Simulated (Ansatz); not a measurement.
# SiTe (built on the sites of a database entry of SnTe): Grüneisen parameters, part 2 of 2

Wanted: mode Grüneisen parameters of SiTe (built on the sites of a database entry of SnTe).

Ansatz 0.2.0; DFT LDA, scalar-relativistic, plane waves, norm-conserving pseudopotentials.

So far, highest frequency on the path or at a solved wavevector (cm⁻¹): step 2 (the dispersion) 213; step 4 (phonons at the other volume, volume ratio 0.97) 219.

The structure was built from a prototype and need not be the compound's stable phase.

### Step 6. Phonons at the other volume, volume ratio 1.03

The phonons are repeated at this volume on the same k and q meshes.

Input file input.yaml:

```yaml
crystal:
  lattice:
    - [0.0, 3.2203968725, 3.2203968725]
    - [3.2203968725, 0.0, 3.2203968725]
    - [3.2203968725, 3.2203968725, 0.0]
  atoms:
    - { symbol: Si, position: [0.0, 0.0, 0.0] }
    - { symbol: Te, position: [0.75, 0.75, 0.75] }
kpoints:
  mp_grid: { grid: [10, 10, 10] }
hamiltonian:
  xc: lda
  pseudopotentials: { kind: nc }
scf:
  occupations: { method: methfessel_paxton, width: 0.15 }
output:
  eigenvalues: true
phonons:
  method: dfpt
  qmesh: [2, 2, 2]
  temperatures: { t_max: 1000, t_step: 50 }
  qpath:
    path:
      - [[0.0, 0.0, 0.0], [-0.5, -0.5, 0.0], [-0.375, -0.375, 0.25]]
      - [[-0.375, 0.0, 0.375], [0.0, 0.0, 0.0], [0.0, 0.0, 0.5], [-0.5, -0.25, 0.25], [-0.5, -0.5, 0.0]]
    npoints: 10
```

Launch:

```
> ansatz run input.yaml --threads 4 --pin off --max-ram 7168MiB --backend cpu --events-out ev --progress --plain --runs-dir out
```

The program printed:

```text
[...]
Crystal: 2 atoms, lattice volume = 66.797 Å³
Basis set: ecut = 1120 eV, 5769 PW (Γ), exchange–correlation on 100×100×100 points (8 copies of the dense FFT grid, shifted against one another)
Bands: 14, of which v1, the nominal top of the filled ones, is band 10 counted from 1 (9 counted from 0)
Symmetry: 24 space group operations
k-points: 47 of 1000 (time reversal used)
[...]
k-point 46: bands = [... 6 lower, -2.2445, 1.3910, 1.5599, 6.2883, 6.8933, 8.5479, 8.8384, 11.9753]
[...]
ASR residual: 1.249e-4 → 0.000e0 eV/Å²; symmetrization residual: 5.234e-6 eV/Å²
  ASR residual per site (eV/Å²): 1.92e-5 1.25e-4
  Γ frequencies (cm⁻¹): 0.00 0.00 0.00 190.44 190.44 190.44
--- Phonons (arbitrary-q DFPT): 3 irreducible q on the 2×2×2 mesh ---
[...]
interpolated dispersion: 62 rows × 6 modes
[...]
[key lines of the parts left out:]
SCF converged after 10 iterations
Free energy (F): -2959.990267 eV
Fermi energy:    5.919464 eV
```

Elapsed: 1.8 min, on 4 threads of Arm Neoverse V1, shared host; peak memory 2.1 GiB; 7.2 min of CPU time.

This step gave:

```yaml
lowest_frequency_on_the_path: -48.54 cm⁻¹
highest_frequency_on_the_path_or_at_a_solved_wavevector: 206.2 cm⁻¹
highest_optical_mode_at_the_zone_centre_no_lo_to_term: 190.4 cm⁻¹
lowest_optical_zone_centre_mode: 190.4 cm⁻¹
lowest_mode_on_the_q_mesh_acoustic_modes_at_gamma_apart: -40.96 cm⁻¹
```

Frequencies (cm⁻¹) solved at each irreducible wavevector; negative means imaginary. Frequencies by wavevector, by row:

```
q in reciprocal lattice units  star  mode 1  mode 2  mode 3  mode 4  mode 5  mode 6
                        0 0 0     1       0       0       0   190.4   190.4   190.4
                     0 0 -0.5     4   -21.2   -21.2    21.4   166.9   166.9   206.2
                  0 -0.5 -0.5     3     -41     -41    67.4   115.6   115.6   142.1
```

The highest optical mode at the zone centre (no LO-TO term) is 190.4 cm⁻¹, -8.5 cm⁻¹ against the base run.

### Step 7. Grüneisen parameters

The Grüneisen parameter of a mode is minus the logarithmic change of its frequency with volume, −d ln ω / d ln V; weighted by heat capacity it gives the expansion.

Numbers from this step:

```yaml
bulk_modulus: 33.7 GPa
```

Phonon branches along the path, in cm⁻¹:

```
    point  branch 1  branch 2  branch 3  branch 4  branch 5  branch 6
        Γ         0         0         0       199       199       199
  halfway       -23       -23        56       176       176       184
        X       -43       -43        67       124       124       149
  halfway       -44       -42        61       127       134       152
        U       -44       -39        50       136       153       160
jump to K       -44       -39        50       136       153       160
  halfway       -30       -17        49       178       183       194
        Γ         0         0         0       199       199       199
  halfway       -20       -20        47       187       187       201
        L       -26       -26        15       173       173       213
  halfway       -42       -30        36       156       163       188
        W       -52       -29        48       144       147       155
  halfway       -48       -37        57       135       135       153
        X       -43       -43        67       124       124       149
```

The same for volume x 0.97:

```
point  branch 1  branch 2  branch 3  branch 4  branch 5  branch 6
    Γ         0         0         0       208       208       208
    X       -47       -47        67       132       132       156
    U       -50       -45        51       143       159       168
    K       -50       -45        51       143       159       168
    Γ         0         0         0       208       208       208
    L       -31       -31        -9       180       180       219
    W       -56       -41        50       152       153       163
    X       -47       -47        67       132       132       156
```

The same for volume x 1.03:

```
point  branch 1  branch 2  branch 3  branch 4  branch 5  branch 6
    Γ         0         0         0       190       190       190
    X       -41       -41        67       116       116       142
    U       -40       -35        50       128       147       153
    K       -40       -35        50       128       147       153
    Γ         0         0         0       190       190       190
    L       -21       -21        21       167       167       206
    W       -48        -8        45       136       142       147
    X       -41       -41        67       116       116       142
```

The first set of phonon branches as a text plot (rows in cm⁻¹):

```
    213 |                                      *****
    202 |***                      *************     *
    191 |  ****              ********     ***        **
    179 |      **           *  **            *****     *
    168 |       **         *****                  ***** *
    156 |        ****  ********                      **********
    145 |            ** ** *                            *****  **
    133 |         ***  ****                                  **
    122 |            ***                                       **
    110 |
     99 |
     87 |
     76 |
     65 |       ********                                      ***
     53 |    ***        ***     **                        ****
     42 |   *              *****  **      *****       ****
     30 |  *                        *    *     *    **
     19 | *                          *  *       ****
      7 | *                         **
     -4 |* **                    *** *****
    -16 |    **                 * ***     ***
    -27 |      **            *****           ****************
    -39 |        ***************                    ***      ****
    -50 |               **                             ********
         Γ           X  U|K            Γ         L        W     X
```

### Step 8. Outcome

```yaml
bulk_modulus: 33.7 GPa
```

**Reading.** No expansion is given, because modes are imaginary at one volume or more. The highest optical mode at Γ goes from 207 to 190 cm⁻¹ as the cell grows, a Grüneisen parameter of 1.43. Branches are matched by rank, so values near crossings are rough. Where the functional closes the gap at Γ, the partly filled states at that one point of a Γ-centred mesh soften the zone-centre modes by up to a few per cent. With no gap, or one that is small against the smearing, the frequencies hang on the k mesh and the smearing, most of all near Kohn anomalies. Spin-orbit coupling is left out, which can matter for the heavy elements here. A phonon run warned that its eigensolver left some bands unconverged in a pass. The starting cell was built on a prototype and not taken from a measurement, so the phase need not exist.

[Logs are printed without paths, hosts, clocks, repeated set-up lines and the standing remarks that a program may print on its own settings, such as how far it seeks lower states.]

[Hosts, paths, dates, database ids (printed as entryN), source tags and the programs' standing remarks are cut or masked in the printed files.]
